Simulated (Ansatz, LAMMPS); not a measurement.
# Relaxing a frame of liquid (Cs,Li,Na)Cl from 1300 K (98 atoms), part 2 of 2

Wanted: the relaxed structure of a frame of liquid (Cs,Li,Na)Cl from 1300 K (98 atoms) and its electronic structure.

Ansatz 0.2.0; Kohn-Sham DFT, PBE, PAW (set soft_2), plane waves.

The cell: 15 Cs, 21 Li, 13 Na and 49 Cl. The network of bonds at the start is that of the classical potential that made the cell. The ion parameters were fitted for water, not for melts. Sampling is at Γ alone, for a cell whose shortest periodic width is 15 Å. Spin–orbit coupling is left out.

So far, density (g/cm³): step 5 (distances and neighbours after relaxation) 1.95.

## Step 6: Single point at the relaxed geometry

One more single point at the end of the walk gives the fuller output and checks the residual forces.

The input, input.yaml:

```yaml
crystal:
  lattice:
    - [15.2653, 0.0, 0.0]
    - [0.0, 15.2653, 0.0]
    - [0.0, 0.0, 15.2653]
  atoms:
    - { symbol: Cs, position: [0.69149, 0.39756, 0.90857] }
    - { symbol: Cs, position: [0.40771, 0.52113, 0.4062] }
    - { symbol: Cs, position: [0.66511, 0.65468, 0.52195] }
    - { symbol: Cs, position: [0.37875, 0.20086, 0.08086] }
    - { symbol: Cs, position: [0.17387, 0.00967, 0.43689] }
    - { symbol: Cs, position: [0.48083, 0.66454, 0.83057] }
    - { symbol: Cs, position: [0.22797, 0.281, 0.35957] }
    - { symbol: Cs, position: [0.02849, 0.52899, 0.94716] }
    - { symbol: Cs, position: [0.65324, 0.89975, 0.28577] }
    - { symbol: Cs, position: [0.60903, 0.28837, 0.28565] }
    - { symbol: Cs, position: [0.48068, 0.92442, 0.02455] }
    - { symbol: Cs, position: [0.11751, 0.78006, 0.70485] }
    - { symbol: Cs, position: [0.76276, 0.12449, 0.01796] }
    - { symbol: Cs, position: [0.98052, 0.16836, 0.70508] }
    - { symbol: Cs, position: [0.36533, 0.51305, 0.06561] }
    - { symbol: Li, position: [0.9321, 0.94586, 0.90144] }
    - { symbol: Li, position: [0.02726, 0.01613, 0.1924] }
    - { symbol: Li, position: [0.35239, 0.24186, 0.58369] }
    - { symbol: Li, position: [0.79492, 0.6387, 0.79178] }
    - { symbol: Li, position: [0.24485, 0.18055, 0.74446] }
    - { symbol: Li, position: [0.175, 0.72926, 0.44931] }
    - { symbol: Li, position: [0.78193, 0.56798, 0.09722] }
    - { symbol: Li, position: [0.13792, 0.06323, 0.93255] }
    - { symbol: Li, position: [0.53767, 0.08844, 0.45676] }
    - { symbol: Li, position: [0.42265, 0.01706, 0.28107] }
    - { symbol: Li, position: [0.84067, 0.85585, 0.13175] }
    - { symbol: Li, position: [0.30002, 0.67177, 0.60867] }
    - { symbol: Li, position: [0.69948, 0.90327, 0.77744] }
    - { symbol: Li, position: [0.78345, 0.9986, 0.49985] }
    - { symbol: Li, position: [0.25552, 0.97733, 0.16879] }
    - { symbol: Li, position: [0.83447, 0.51289, 0.33992] }
    - { symbol: Li, position: [0.92697, 0.90942, 0.40422] }
    - { symbol: Li, position: [0.49782, 0.29344, 0.81227] }
    - { symbol: Li, position: [0.94353, 0.35081, 0.21349] }
    - { symbol: Li, position: [0.87747, 0.53286, 0.63159] }
    - { symbol: Li, position: [0.06067, 0.49428, 0.19685] }
    - { symbol: Na, position: [0.55647, 0.1186, 0.75727] }
    - { symbol: Na, position: [0.2519, 0.74274, 0.16594] }
    - { symbol: Na, position: [0.33598, 0.4625, 0.71913] }
    - { symbol: Na, position: [0.45284, 0.86418, 0.59179] }
    - { symbol: Na, position: [0.09708, 0.89561, 0.01959] }
    - { symbol: Na, position: [0.04237, 0.48394, 0.4953] }
    - { symbol: Na, position: [0.76086, 0.3584, 0.648] }
    - { symbol: Na, position: [0.91944, 0.73444, 0.53598] }
    - { symbol: Na, position: [0.88589, 0.12589, 0.32913] }
    - { symbol: Na, position: [0.39302, 0.79852, 0.37055] }
    - { symbol: Na, position: [0.63868, 0.60685, 0.23857] }
    - { symbol: Na, position: [0.01659, 0.2368, 0.98969] }
    - { symbol: Na, position: [0.76428, 0.75908, 0.98134] }
    - { symbol: Cl, position: [0.04545, 0.41436, 0.33251] }
    - { symbol: Cl, position: [0.64057, 0.50262, 0.09938] }
    - { symbol: Cl, position: [0.37447, 0.8832, 0.21455] }
    - { symbol: Cl, position: [0.88503, 0.57517, 0.4754] }
    - { symbol: Cl, position: [0.88954, 0.5051, 0.1957] }
    - { symbol: Cl, position: [0.8166, 0.58911, 0.94105] }
    - { symbol: Cl, position: [0.45699, 0.67972, 0.6002] }
    - { symbol: Cl, position: [0.44539, 0.20271, 0.46721] }
    - { symbol: Cl, position: [0.8886, 0.94808, 0.25324] }
    - { symbol: Cl, position: [0.68661, 0.49044, 0.36626] }
    - { symbol: Cl, position: [0.62598, 0.27781, 0.71698] }
    - { symbol: Cl, position: [0.26592, 0.68525, 0.33557] }
    - { symbol: Cl, position: [0.46984, 0.95342, 0.43096] }
    - { symbol: Cl, position: [0.00932, 0.06199, 0.03477] }
    - { symbol: Cl, position: [0.27974, 0.82132, 0.54734] }
    - { symbol: Cl, position: [0.81383, 0.99377, 0.81762] }
    - { symbol: Cl, position: [0.12989, 0.89327, 0.19077] }
    - { symbol: Cl, position: [0.56548, 0.94728, 0.7131] }
    - { symbol: Cl, position: [0.27422, 0.6242, 0.75505] }
    - { symbol: Cl, position: [0.15226, 0.19899, 0.86411] }
    - { symbol: Cl, position: [0.53975, 0.70443, 0.34279] }
    - { symbol: Cl, position: [0.20324, 0.16704, 0.60169] }
    - { symbol: Cl, position: [0.44872, 0.43337, 0.85391] }
    - { symbol: Cl, position: [0.3934, 0.20597, 0.73515] }
    - { symbol: Cl, position: [0.39725, 0.37277, 0.23234] }
    - { symbol: Cl, position: [0.53491, 0.07845, 0.19765] }
    - { symbol: Cl, position: [0.15227, 0.59184, 0.11956] }
    - { symbol: Cl, position: [0.76612, 0.7119, 0.16173] }
    - { symbol: Cl, position: [0.04643, 0.82334, 0.46007] }
    [... 14 atom lines left out ...]
    - { symbol: Cl, position: [0.93079, 0.82932, 0.00343] }
    - { symbol: Cl, position: [0.31512, 0.39048, 0.56483] }
    - { symbol: Cl, position: [0.69448, 0.75649, 0.8149] }
    - { symbol: Cl, position: [0.05557, 0.12956, 0.28717] }
    - { symbol: Cl, position: [0.79344, 0.84786, 0.47618] }
    - { symbol: Cl, position: [0.92506, 0.04443, 0.48989] }
kpoints:
  mp_grid: { grid: [1, 1, 1] }
hamiltonian:
  xc: pbe
scf:
  occupations: { method: gaussian, width: 0.05 }
output:
  forces: true
  stress: true
  populations: true
  dos:
    method: { smearing: { sigma: 0.08 } }
    de: 0.1
    projected: { site_lists: { Cl: [Cl], Cs: [Cs], Li: [Li], Na: [Na] } }
  eigenvalues: true
  write_density: true
  write_potential: true
  volumetric_format: npy
```

Launch:

```sh
ansatz run input.yaml --threads 4 --pin off --max-ram 8192MiB --backend cpu --events-out ev --progress --plain --runs-dir out
```

Elapsed: 67 s, on 4 threads of Arm Neoverse V2, shared host; peak memory 4.3 GiB.

The program notes that the exchange-correlation potential is rough where the density is thin.

Read from the output:

```
free energy                                      : -161755.3262 eV
free energy per atom                             : -1650.5646 eV/atom
SCF cycles                                       : 7
pressure                                         : -0.4094 GPa
r.m.s. force component                           : 0.00717 eV/Å
longest force                                    : 0.03577 eV/Å
Fermi energy                                     : 1.648 eV
gap (highest filled to lowest empty level) : 4.189 eV
spilling of the projection                       : 0.004244
```

Löwdin charges by element and coordination (they lack the spilled electrons, 0.028 e an atom on average):

| element | coordination | atoms | mean charge (e) | spread | least | most |
| --- | --- | --- | --- | --- | --- | --- |
| Cl | all | 49 | -0.698 | 0.0206 | -0.755 | -0.660 |
| Cl | 3 | 2 | -0.709 | 0.0069 | -0.716 | -0.703 |
| Cl | 4 | 26 | -0.700 | 0.0204 | -0.755 | -0.660 |
| Cl | 5 | 21 | -0.694 | 0.0208 | -0.755 | -0.661 |
| Cs | all | 15 | 0.84 | 0.0113 | 0.825 | 0.866 |
| Cs | 3 | 1 | 0.866 | 0 | 0.866 | 0.866 |
| Cs | 4 | 1 | 0.845 | 0 | 0.845 | 0.845 |
| Cs | 5 | 4 | 0.840 | 0.0013 | 0.838 | 0.842 |
| Cs | 6 | 7 | 0.838 | 0.0116 | 0.825 | 0.863 |
| Cs | 7 | 1 | 0.840 | 0 | 0.840 | 0.840 |
| Cs | 8 | 1 | 0.825 | 0 | 0.825 | 0.825 |
| Li | all | 21 | 0.705 | 0.0156 | 0.683 | 0.736 |
| Li | 3 | 6 | 0.726 | 0.0102 | 0.705 | 0.736 |
| Li | 4 | 15 | 0.697 | 0.0079 | 0.683 | 0.713 |
| Na | all | 13 | 0.737 | 0.0163 | 0.710 | 0.772 |
| Na | 3 | 2 | 0.762 | 0.0095 | 0.753 | 0.772 |
| Na | 4 | 8 | 0.734 | 0.014 | 0.710 | 0.751 |
| Na | 5 | 3 | 0.730 | 0.007 | 0.721 | 0.739 |

Density of states as counts of states in windows of 1 eV (from the Fermi level), total and the larger projections:

| from (eV) | to (eV) | total | Cl p | Cs p |
| --- | --- | --- | --- | --- |
| -14 | -13 | 2.7 | 0.0 | 0.0 |
| -13 | -9 | 0.0 | 0.0 | 0.0 |
| -9 | -8 | 90.0 | 1.3 | 88.1 |
| -8 | -5 | 0.0 | 0.0 | 0.0 |
| -5 | -4 | 21.6 | 19.5 | 0.1 |
| -4 | -3 | 131.6 | 125.2 | 0.5 |
| -3 | -2 | 140.4 | 136.9 | 0.8 |
| -2 | -1 | 0.5 | 0.5 | 0.0 |
| -1 | 2 | 0.0 | 0.0 | 0.0 |
| 2 | 3 | 6.0 | 0.2 | 0.0 |
| 3 | 4 | 33.2 | 1.6 | 0.1 |
| 4 | 5 | 78.7 | 1.8 | 0.1 |

The curve was stored every 0.100 eV, coarse against its broadening of 0.08 eV, so these counts are rough.

Between -26 and -14 eV lie 203 more states.

About 68 of the 658 electrons lie in deeper levels, below the stored range.

The levels nearest the highest filled one (over half full), pooled over k-points and spins:

| level less the highest filled one (eV) | occupation |
| --- | --- |
| -0.194 | 2 |
| -0.171 | 2 |
| -0.106 | 2 |
| -0.091 | 2 |
| -0.07 | 2 |
| 0 | 2 |
| 4.19 | 0 |
| 4.91 | 0 |
| 4.96 | 0 |
| 5.13 | 0 |
| 5.22 | 0 |
| 5.26 | 0 |

Valence density in the bc plane at fractional x = 0.017, with atoms of Cs and Li and Na and Cl within 0.2 Å of it. It is the smooth field of the valence electrons, not physical close to the nuclei.

Ten steps, logarithmic in the rise over the least value, from '0' (0 e/Å³) to '9' (12 e/Å³), each cell a mean:
```
2343321148984000000244444420000000111100001
0111000002320000000244334421000000000000111
1000000000000000000123443210000000000012232
2100000000000000000001111000000000000013443
1000000100000000000000000000000000000012332
0000123332100000000000000000000000000000110
0001244444210000000000000000111111100000000
0001244444210000000000000000111011100000000
0000123332100001111000000000000000000000000
0000000000000001111000000000000000000000000
0000000000000000000111000000000000111000000
0110000000000000001477510000000012343210000
1111000000000000001477410000000124555421000
0000000000000000011111000000000013555421000
0000000000000001334321000000000001222210000
0001233210000013555531000000000000000000000
0013455421000013455431000000000000000000000
0113455421000001233211000000000000000000000
5521232210000000011011000000000000000000002
7730000000000012211011100000000000000000003
1111000000001234432100000000000000000000000
2344310000001345543100000000000000000000001
4555532001111234432100000000000000011000002
4555532138973111111123333210000000111110002
```
Columns run along b (15.3 Å), rows up along c (15.3 Å). Atoms in or near the plane, at fractional coordinates: Cs at (0.53, 0.95), Li at (0.02, 0.19), Na at (0.24, 0.99), Cl at (0.06, 0.03).

Electrostatic potential energy in the bc plane at fractional x = 0.017, with atoms of Cs and Li and Na and Cl within 0.2 Å of it. With pseudopotentials it is smooth inside the atoms' cores, unlike the true potential.

Ten even steps from '0' (-25 eV) to '9' (7 eV), each cell a mean:
```
9766898850005899998720000268999999999988999
9999999887678899998620110168999999999999999
9999999999999999998863223688999999999998888
9999999999999999999888778889999999999998667
9999988888999999999999999999999999999998888
9998864346889999999999999999999998899999999
9998620001689999999999999999999888888999999
9988620002689999999999999999999888888999999
9998875457889999999999999999999988889999999
9999998888999999999999999999999999999999999
9999999999999999998877789999999999999999999
9999999999999999987411478999999998756899999
9999999999999999987511478999999986000389999
9999999999999999998877889999999997211589999
9999999999999999866799999999999999988999999
9999988999999998200179999999999999999999999
9998411599999998410379999999999999999999999
8888412699999999888889999999999999999999998
2368888999999988898876789999999999999999985
0048999999999998898876689999999999999999973
6688999999999964468988899999999999999999988
8766899999999830038999999999999999999999999
6100179987778875579998888999999999999988999
6000068851015899999875335789999999998888899
```
Columns run along b (15.3 Å; values clipped at the 3rd and 97th percentile), rows up along c (15.3 Å). Atoms in or near the plane, at fractional coordinates: Cs at (0.53, 0.95), Li at (0.02, 0.19), Na at (0.24, 0.99), Cl at (0.06, 0.03).

Mean Löwdin charges: Cl -0.70, Cs +0.84, Li +0.71, Na +0.74 e (they miss 0.42 % of the electrons, so they add up to more than the cell's charge).

The surroundings of Cs15, which has 4 bonded neighbours where the commonest count for Cs is 6, nearest first, numbered as they follow in the input and with coordinates relative to it.

| atom | x | y | z | distance (Å) | bonds | Löwdin charge (e) |
| --- | --- | --- | --- | --- | --- | --- |
| Cs15 | 0.00 | 0.00 | 0.00 | 0.00 | 4 | 0.85 |
| Cl83 | 0.12 | 3.26 | -0.69 | 3.34 | 4 | -0.76 |
| Cl74 | 0.49 | -2.14 | 2.55 | 3.36 | 5 | -0.75 |
| Cl76 | -3.25 | 1.20 | 0.82 | 3.56 | 4 | -0.72 |
| Cl72 | 1.27 | -1.22 | -3.23 | 3.68 | 5 | -0.71 |
| Na38 | -1.73 | 3.51 | 1.53 | 4.20 | 5 | 0.73 |
| Cl51 | 4.20 | -0.16 | 0.52 | 4.24 | 3 | -0.72 |
| Cs6 | 1.76 | 2.31 | -3.59 | 4.62 | 5 | 0.84 |
| Cs4 | 0.20 | -4.77 | 0.23 | 4.78 | 5 | 0.84 |
| Li36 | -4.65 | -0.29 | 2.00 | 5.07 | 4 | 0.71 |
| Cl61 | -1.52 | 2.63 | 4.12 | 5.12 | 4 | -0.69 |
| Na47 | 4.17 | 1.43 | 2.64 | 5.14 | 4 | 0.72 |
| Cl68 | -1.39 | 1.70 | -4.74 | 5.22 | 4 | -0.71 |
| Cs2 | 0.65 | 0.12 | 5.20 | 5.24 | 5 | 0.84 |
| Cl87 | -4.74 | -2.25 | 0.52 | 5.28 | 4 | -0.70 |
| Na39 | -0.45 | -0.77 | -5.29 | 5.36 | 3 | 0.75 |
| Cs8 | -5.14 | 0.24 | -1.81 | 5.46 | 3 | 0.87 |
| Li33 | 2.02 | -3.35 | -3.87 | 5.50 | 4 | 0.69 |

The column of bonds counts only the pairs Cl-Li within 2.83 Å, Cl-Cs within 4.08 Å, Cl-Na within 3.18 Å; other neighbours, such as metal atoms beside each other in a compound, aren't counted, and periodic images can show an atom twice.

## Step 7: Summary of results

```json
{
 "energy change in the relaxation": "-143.6 meV/atom",
 "r.m.s. displacement": "1.332 Å",
 "largest displacement": "2.954 Å",
 "free energy per atom": "-1650.5646 eV/atom",
 "pressure": "-0.4094 GPa",
 "r.m.s. force component": "0.00717 eV/Å",
 "gap (highest filled to lowest empty level)": "4.189 eV",
 "wall time of the 3 DFT runs": "25 min"
}
```

What this shows: Relaxation lowers the energy by 144 meV/atom and moves atoms by 1.3 Å r.m.s.; the r.m.s. force component goes from 0.38 to 0.0072 eV/Å, the pressure goes from -0.26 to -0.41 GPa, and the gap from 2.78 to 4.19 eV. By the final cutoffs 19 of 173 bonded pairs parted and 61 joined. First to last step the energy falls by 14.071 eV; the largest move, 2.95 Å, is that of Li27. The Cl-Cs bonds change most in mean length: from 3.383 Å (spread 0.328) to 3.596 Å (spread 0.166), and their number from 64 to 84. Counting bonds as in the table, 53 % of Cl atoms have 4, 47 % of Cs atoms have 6, 71 % of Li atoms have 4 and 62 % of Na atoms have 4 bonded neighbours. Filled and empty levels are parted by 4.19 eV (at Γ alone); a semilocal functional tends to put such gaps too low. In a disordered cell it changes from sample to sample and from frame to frame.

**Limits.** The network of bonds at the start is that of the classical potential that made the cell; in DFT 19 of its 173 bonded pairs passed out of the cutoffs and 61 came within them.

[Logs are printed without paths, hosts, clocks, repeated set-up lines and the standing remarks that a program may print on its own settings, such as how far it seeks lower states.]

[Hosts, paths, dates, database ids (printed as entryN), source tags and the programs' standing remarks are cut or masked in the printed files.]
